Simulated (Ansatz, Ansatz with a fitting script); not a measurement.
An input for Ansatz 0.2.0 (KMgH3 (Pm-3m)):

```yaml
crystal:
  lattice:
    - [4.0779666004, 0.0, 0.0]
    - [0.0, 4.0779666004, 0.0]
    - [0.0, 0.0, 4.0779666004]
  atoms:
    - { symbol: K, position: [0.0, 0.0, 0.0] }
    - { symbol: Mg, position: [0.5, 0.5, 0.5] }
    - { symbol: H, position: [0.0, 0.5, 0.5] }
    - { symbol: H, position: [0.5, 0.0, 0.5] }
    - { symbol: H, position: [0.5, 0.5, 0.0] }
kpoints:
  mp_grid: { grid: [4, 4, 4] }
hamiltonian:
  xc: lda
  pseudopotentials: { kind: nc, xc_functional: pbe }
scf:
  occupations: { method: fixed }
  lower_state_search: "off"
  convergence: { dr2_threshold: 1.0e-09 }
output:
  rpa_energy:
    ecut_chi_ladder: [204, 238, 272, 306, 340]
    long_wavelength: optical_limit
    n_empty_bands: 341
basis:
  ecutwfc: 1142.878222
  xc_grid: 3
```

```sh
ansatz run input.yaml --threads 8 --pin off --max-ram 18432MiB --backend cpu --events-out ev --progress --plain --runs-dir out
```

Question: Estimate wall time and host memory on 8 threads of Arm Neoverse V1, shared host.

It took 2.9 min; on shared hardware allow 86 s to 5.7 min. Peak host memory was 2.9 GiB.

[Paths, hosts, dates, memory and timing lines, banners, echoed tables and standing remarks are left out of the program output.]

[Logs are printed without paths, hosts, clocks, repeated set-up lines and the standing remarks that a program may print on its own settings, such as how far it seeks lower states.]

[Runs of the session that timed out or met a known fault of the program may be left out.]

[Hosts, paths, dates, database ids (printed as entryN), source tags and the programs' standing remarks are cut or masked in the printed files.]
